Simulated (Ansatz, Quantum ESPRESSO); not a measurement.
# YSc3 (Pm-3m): zone-centre phonons, part 2 of 3

Aim: the zone-centre modes of YSc3 (Pm-3m).

Quantum ESPRESSO 7.5; DFT PBE, scalar-relativistic, plane waves, SPMS norm-conserving pseudopotentials.

So far. Step 2 (A probe with smearing): No gap opens on this mesh, so smearing is kept; the start stands at 1.2 GPa. Step 4 (Ground state): The cell stands at 0.001 GPa, close enough for phonons. The relaxed cell has a = 4.733 Å (conventional setting).

The structure was built from a prototype and need not be the compound's stable phase.

**5. Linear response at Γ**

At q = 0 one unit cell holds all displacements; symmetry groups them into irreducible representations that are solved one by one. With smeared occupations no response to a homogeneous field can be asked.

The input, ph.in:

```
phonons
 &inputph
    prefix='x',
    outdir='./tmp',
    fildyn='g.dyn',
    tr2_ph=1.0d-18,
    alpha_mix(1)=0.4,
    nmix_ph=8,
 /
0.000000000000 0.000000000000 0.000000000000
```

The run is started by

```sh
OMP_NUM_THREADS=1 mpirun -n 4 ph.x -nk 4 -in ph.in > ph.out
```

Log:

```text
[banners, grids, parts of the stress and lines that vanish by symmetry left out]
[banner, memory and clock lines left out]
Program PHONON v.7.5

     ./tmp/x.save/

     IMPORTANT: XC functional enforced from input :
     Exchange-correlation= PBE
                           (   1   4   3   4   0   0   0)
     Any further DFT definition will be discarded
     Please, verify this is what you really want

     G-vector sticks info

     Reading collected, re-writing distributed wavefunctions in ./tmp/

     Number and degeneracy of irreps per q-point
       N         xq(1)         xq(2)         xq(3)   N irreps
       1   0.000000000   0.000000000   0.000000000       4
        3   3   3   3

     Calculation of q =    0.0000000   0.0000000   0.0000000

Possibly too few bands at point    4   0.00000   0.00000   0.37500

Possibly too few bands at point    5   0.00000   0.00000  -0.50000

Possibly too few bands at point    8   0.00000   0.12500   0.37500

Possibly too few bands at point    9   0.00000   0.12500  -0.50000

     phonons

     bravais-lattice index     =            1
     lattice parameter (alat)  =       8.9446  a.u.
     unit-cell volume          =     715.6166 (a.u.)^3
     number of atoms/cell      =            4
     number of atomic types    =            2
     kinetic-energy cut-off    =      60.0000  Ry
     charge density cut-off    =     240.0000  Ry
     convergence threshold     =      1.0E-18
     beta                      =       0.4000
     number of iterations used =            8
     Exchange-correlation= PBE
                           (   1   4   3   4   0   0   0)

     celldm(1)=    8.94458  celldm(2)=    0.00000  celldm(3)=    0.00000
     celldm(4)=    0.00000  celldm(5)=    0.00000  celldm(6)=    0.00000

     crystal axes: (cart. coord. in units of alat)
               a(1) = (  1.0000  0.0000  0.0000 )
               a(2) = (  0.0000  1.0000  0.0000 )
               a(3) = (  0.0000  0.0000  1.0000 )

     reciprocal axes: (cart. coord. in units 2 pi/alat)
               b(1) = (  1.0000  0.0000  0.0000 )
               b(2) = (  0.0000  1.0000  0.0000 )
               b(3) = (  0.0000  0.0000  1.0000 )

     Atoms inside the unit cell:

     Cartesian axes

     site n.  atom      mass           positions (alat units)
        1  Y      88.9058   tau(    1) = (    0.00000    0.00000    0.00000  )
        2  Sc     44.9559   tau(    2) = (    0.00000    0.50000    0.50000  )
        3  Sc     44.9559   tau(    3) = (    0.50000    0.00000    0.50000  )
        4  Sc     44.9559   tau(    4) = (    0.50000    0.50000    0.00000  )

     Computing dynamical matrix for
                    q = (   0.0000000   0.0000000   0.0000000 )

     49 Sym.Ops. (with q -> -q+G )

     G cutoff =  486.3756  (  45025 G-vectors)     FFT grid: ( 45, 45, 45)

     number of k points=    35  Marzari-Vanderbilt smearing, width (Ry)=  0.0200
                       cart. coord. in units 2pi/alat
        k(    1) = (   0.0000000   0.0000000   0.0000000), wk =   0.0039062
        k(    2) = (   0.0000000   0.0000000   0.1250000), wk =   0.0234375
        k(    3) = (   0.0000000   0.0000000   0.2500000), wk =   0.0234375
        [... further k-points left out ...]

     PseudoPot. # 1 for Y  read from file:
     ./pseudo/Y.upf
     Pseudo is Norm-conserving + core correction, Zval = 11.0
     Using radial grid of 1756 points,  6 beta functions with:
                l(1) =   0
                l(2) =   0
                l(3) =   1
                l(4) =   1
                l(5) =   2
                l(6) =   2

     PseudoPot. # 2 for Sc read from file:
     ./pseudo/Sc.upf
     Pseudo is Norm-conserving + core correction, Zval = 11.0
     Using radial grid of 1650 points,  6 beta functions with:
                l(1) =   0
                l(2) =   0
                l(3) =   1
                l(4) =   1
                l(5) =   2
                l(6) =   2

     Mode symmetry, O_h (m-3m)  point group:

     Atomic displacements:
     There are    4 irreducible representations

     Representation     1      3 modes -  To be done

     Representation     2      3 modes -  To be done

     Representation     3      3 modes -  To be done

     Representation     4      3 modes -  To be done

     Alpha used in Ewald sum =   2.2000

     Representation #   1 modes #   1   2   3

     Self-consistent Calculation
      iter #   1   av.it.:   7.5
      thresh= 1.000E-02 alpha_mix =  0.400 |ddv_scf|^2 =  4.087E-06
      iter #   2   av.it.:  13.5
      thresh= 2.022E-04 alpha_mix =  0.400 |ddv_scf|^2 =  1.323E-06
      iter #   3   av.it.:  12.9
      thresh= 1.150E-04 alpha_mix =  0.400 |ddv_scf|^2 =  4.353E-09
      iter #   4   av.it.:  14.1
      thresh= 6.598E-06 alpha_mix =  0.400 |ddv_scf|^2 =  1.791E-10
      iter #   5   av.it.:  14.2
      thresh= 1.338E-06 alpha_mix =  0.400 |ddv_scf|^2 =  6.913E-12
      iter #   6   av.it.:  14.1
      thresh= 2.629E-07 alpha_mix =  0.400 |ddv_scf|^2 =  3.621E-13
      iter #   7   av.it.:  14.7
      thresh= 6.017E-08 alpha_mix =  0.400 |ddv_scf|^2 =  2.808E-14
      iter #   8   av.it.:  15.0
      thresh= 1.676E-08 alpha_mix =  0.400 |ddv_scf|^2 =  2.403E-16
      iter #   9   av.it.:  14.4
      thresh= 1.550E-09 alpha_mix =  0.400 |ddv_scf|^2 =  4.362E-17
      iter #  10   av.it.:  14.4
      thresh= 6.604E-10 alpha_mix =  0.400 |ddv_scf|^2 =  5.305E-19

     End of self-consistent calculation

     Convergence has been achieved

     Representation #   2 modes #   4   5   6

     Self-consistent Calculation
      iter #   1   av.it.:   6.8
      thresh= 1.000E-02 alpha_mix =  0.400 |ddv_scf|^2 =  1.301E-06
      iter #   2   av.it.:  13.4
      thresh= 1.141E-04 alpha_mix =  0.400 |ddv_scf|^2 =  3.070E-07
      iter #   3   av.it.:  12.9
      thresh= 5.540E-05 alpha_mix =  0.400 |ddv_scf|^2 =  7.862E-09
      iter #   4   av.it.:  13.1
      thresh= 8.867E-06 alpha_mix =  0.400 |ddv_scf|^2 =  2.486E-10
[...]
End of self-consistent calculation

     Convergence has been achieved

     Representation #   3 modes #   7   8   9

     Self-consistent Calculation
[...]
End of self-consistent calculation

     Convergence has been achieved

     Representation #   4 modes #  10  11  12

     Self-consistent Calculation
[...]
iter #   3   av.it.:  13.3
      thresh= 1.335E-05 alpha_mix =  0.400 |ddv_scf|^2 =  4.715E-10
      iter #   4   av.it.:  14.0
      thresh= 2.171E-06 alpha_mix =  0.400 |ddv_scf|^2 =  9.854E-13
      iter #   5   av.it.:  14.0
      thresh= 9.927E-08 alpha_mix =  0.400 |ddv_scf|^2 =  2.410E-13
      iter #   6   av.it.:  14.2
      thresh= 4.909E-08 alpha_mix =  0.400 |ddv_scf|^2 =  5.579E-15
      iter #   7   av.it.:  15.1
      thresh= 7.469E-09 alpha_mix =  0.400 |ddv_scf|^2 =  5.709E-17
      iter #   8   av.it.:  14.3
      thresh= 7.556E-10 alpha_mix =  0.400 |ddv_scf|^2 =  9.237E-18
      iter #   9   av.it.:  14.7
      thresh= 3.039E-10 alpha_mix =  0.400 |ddv_scf|^2 =  1.139E-19

     End of self-consistent calculation

     Convergence has been achieved

     Number of q in the star =    1
     List of q in the star:
          1   0.000000000   0.000000000   0.000000000

     Diagonalizing the dynamical matrix

     q = (    0.000000000   0.000000000   0.000000000 )

 **************************************************************************
     freq (    1) =       0.291385 [THz] =       9.719567 [cm-1]
     freq (    2) =       0.291385 [THz] =       9.719567 [cm-1]
     freq (    3) =       0.291385 [THz] =       9.719567 [cm-1]
     freq (    4) =       4.700887 [THz] =     156.804722 [cm-1]
     freq (    5) =       4.700887 [THz] =     156.804722 [cm-1]
     freq (    6) =       4.700887 [THz] =     156.804722 [cm-1]
     freq (    7) =       5.279617 [THz] =     176.109079 [cm-1]
     freq (    8) =       5.279617 [THz] =     176.109079 [cm-1]
     freq (    9) =       5.279617 [THz] =     176.109079 [cm-1]
     freq (   10) =       5.945274 [THz] =     198.313004 [cm-1]
     freq (   11) =       5.945274 [THz] =     198.313004 [cm-1]
     freq (   12) =       5.945274 [THz] =     198.313004 [cm-1]
 **************************************************************************

     Mode symmetry, O_h (m-3m)  point group:

     freq (   1-   3) =          9.7  [cm-1]   --> T_1u G_15  G_4- I
     freq (   4-   6) =        156.8  [cm-1]   --> T_1u G_15  G_4- I
     freq (   7-   9) =        176.1  [cm-1]   --> T_1u G_15  G_4- I
     freq (  10-  12) =        198.3  [cm-1]   --> T_2u G_25  G_5-
```

Elapsed: 14 min, on 4 MPI ranks of Arm Neoverse V2, shared host.

Read from the output:

* largest acoustic frequency at the zone centre before the sum rule: 9.72 cm⁻¹
* highest optical zone-centre mode (no LO-TO term): 198.3 cm⁻¹
* lowest optical zone-centre mode: 156.8 cm⁻¹

The acoustic modes at Γ come out as far as 9.7 cm⁻¹ from zero, where they should vanish, a small numerical error.

**6. Modes with the sum rule**

A rigid shift of the crystal must cost nothing, but grids and finite bases break this; the acoustic sum rule is imposed before the matrix is diagonalised again.

The input, dynmat.in:

```
 &input
    fildyn='g.dyn',
    asr='simple',
    fileig='dynmat.eig',
 /
```

The run is started by

```sh
dynmat.x -in dynmat.in > dynmat.out
```

Log:

```text
[banner, memory and clock lines left out]
Program DYNMAT v.7.5

     Reading Dynamical Matrix from file g.dyn
     ...Force constants read
     ...epsilon and Z* not read (not found on file)
     A direction for q was not specified:TO-LO splitting will be absent

     Polarizability (A^3 units)
     multiply by 1.000000 for Clausius-Mossotti correction
         0.000000    0.000000    0.000000
         0.000000    0.000000    0.000000
         0.000000    0.000000    0.000000

     IR activities are in (D/A)^2/amu units

# mode   [cm-1]    [THz]      IR
    1     -0.00   -0.0000    0.0000
    2     -0.00   -0.0000    0.0000
    3     -0.00   -0.0000    0.0000
    4    157.35    4.7172    0.0000
    5    157.35    4.7172    0.0000
    6    157.35    4.7172    0.0000
    7    175.85    5.2719    0.0000
    8    175.85    5.2719    0.0000
    9    175.85    5.2719    0.0000
   10    197.11    5.9092    0.0000
   11    197.11    5.9092    0.0000
   12    197.11    5.9092    0.0000

[end of the log left out, with the tail of the file of modes that dynmat.x writes under the same name]
```

Run time: 0.46 s. Hardware: 1 thread.

Read from the output:

```
highest optical zone-centre mode (no LO-TO term) : 197.1 cm⁻¹
lowest optical zone-centre mode                  : 157.3 cm⁻¹
```

Unit eigenvectors of the mass-weighted matrix after the sum rule; no LO-TO term. Modes at Γ, with each element's share of the kinetic energy:

```tsv
mode	frequency (cm⁻¹)	symmetry	Y %	Sc %
1	0.0	acoustic	40	60
2	0.0	acoustic	40	60
3	0.0	acoustic	40	60
4	157.4	T1u	52	48
5	157.4	T1u	52	48
6	157.4	T1u	52	48
7	175.8	T1u	9	91
8	175.8	T1u	9	91
9	175.8	T1u	9	91
10	197.1	T2u	0	100
11	197.1	T2u	0	100
12	197.1	T2u	0	100
```

Displacements in mode 6 (157.4 cm⁻¹), the largest set to 1:
```
Y1   0.01  0.06  0.79
Sc2 -0.01 -0.02 -0.28
Sc3  0.00 -0.08 -0.28
Sc4  0.00 -0.02 -1.00
```

Displacements in mode 10 (197.1 cm⁻¹), the largest set to 1:
```
Y1   0.00  0.00  0.00
Sc2  0.00  1.00  0.87
Sc3  0.64  0.00 -0.87
Sc4 -0.64 -1.00  0.00
```

The rule also moves an optical mode by 1.2 cm⁻¹.

**7. Sum rules set otherwise: a sum rule for molecules or wires on a crystal**

This rule also removes rotations, which suits molecules and not a crystal; it is tried to see the harm.

The input, dynmat.in:

```
 &input
    fildyn='g.dyn',
    asr='zero-dim',
    fileig='dynmat.eig',
 /
```

The run is started by

```sh
dynmat.x -in dynmat.in > dynmat.out
```

Log:

```text
[banner, memory and clock lines left out]
Program DYNMAT v.7.5

     Reading Dynamical Matrix from file g.dyn
     ...Force constants read
     ...epsilon and Z* not read (not found on file)
     Acoustic Sum Rule: || Z*(ASR) - Z*(orig)|| =    0.000000E+00
     Acoustic Sum Rule: ||dyn(ASR) - dyn(orig)||=    2.209269E-01
     A direction for q was not specified:TO-LO splitting will be absent

     Polarizability (A^3 units)
     multiply by 1.000000 for Clausius-Mossotti correction
         0.000000    0.000000    0.000000
         0.000000    0.000000    0.000000
         0.000000    0.000000    0.000000

     IR activities are in (D/A)^2/amu units

# mode   [cm-1]    [THz]      IR
    1     -0.00   -0.0000    0.0000
    2     -0.00   -0.0000    0.0000
    3     -0.00   -0.0000    0.0000
    4     -0.00   -0.0000    0.0000
    5      0.00    0.0000    0.0000
    6      0.00    0.0000    0.0000
    7    156.95    4.7052    0.0000
    8    175.86    5.2721    0.0000
    9    177.45    5.3198    0.0000
   10    177.45    5.3198    0.0000
   11    188.47    5.6503    0.0000
   12    188.47    5.6503    0.0000

[end of the log left out, with the tail of the file of modes that dynmat.x writes under the same name]
```

Wall time 0.45 s (1 thread).

The program raised no error, yet the settings are not those of a careful run.

The fault: a sum rule for molecules or wires on a crystal; 3 optical modes are projected out to zero frequency, as if they were rotations.

For a crystal the rule has to be 'simple' or 'crystal'.

Zone-centre frequencies as printed; negative means imaginary. Modes:

```tsv
mode	frequency (cm⁻¹)
1	0
2	0
3	0
4	0
5	0
6	0
7	156.9
8	175.9
9	177.4
10	177.4
11	188.5
12	188.5
```

**8. Sum rules set otherwise (asr no)**

Without the rule the raw error of the acoustic modes shows.

The input, dynmat.in:

```
 &input
    fildyn='g.dyn',
    asr='no',
    fileig='dynmat.eig',
 /
```

The run is started by

```sh
dynmat.x -in dynmat.in > dynmat.out
```

Log:

```text
[banner, memory and clock lines left out]
Program DYNMAT v.7.5

     Reading Dynamical Matrix from file g.dyn
     ...Force constants read
     ...epsilon and Z* not read (not found on file)
     A direction for q was not specified:TO-LO splitting will be absent

     Polarizability (A^3 units)
     multiply by 1.000000 for Clausius-Mossotti correction
         0.000000    0.000000    0.000000
         0.000000    0.000000    0.000000
         0.000000    0.000000    0.000000

     IR activities are in (D/A)^2/amu units

# mode   [cm-1]    [THz]      IR
    1      9.72    0.2914    0.0000
    2      9.72    0.2914    0.0000
    3      9.72    0.2914    0.0000
    4    156.80    4.7009    0.0000
    5    156.80    4.7009    0.0000
    6    156.80    4.7009    0.0000
    7    176.11    5.2796    0.0000
    8    176.11    5.2796    0.0000
    9    176.11    5.2796    0.0000
   10    198.31    5.9453    0.0000
   11    198.31    5.9453    0.0000
   12    198.31    5.9453    0.0000

[end of the log left out, with the tail of the file of modes that dynmat.x writes under the same name]
```

Elapsed: 0.46 s, on 1 thread.

Read from the output:

* highest optical zone-centre mode (no LO-TO term): 198.3 cm⁻¹
* lowest optical zone-centre mode: 156.8 cm⁻¹

Zone-centre frequencies as printed; negative means imaginary. Modes:

```tsv
mode	frequency (cm⁻¹)
1	9.72
2	9.72
3	9.72
4	156.8
5	156.8
6	156.8
7	176.1
8	176.1
9	176.1
10	198.3
11	198.3
12	198.3
```

Against the first rule no mode moves by more than 9.8 cm⁻¹.

(Part 2 of 3 ends here.)

[Host names and launcher messages were left out of these logs when they were recorded.]

[Logs are printed without paths, hosts, clocks, repeated set-up lines and the standing remarks that a program may print on its own settings, such as how far it seeks lower states.]

[Hosts, paths, dates, database ids (printed as entryN), source tags and the programs' standing remarks are cut or masked in the printed files.]
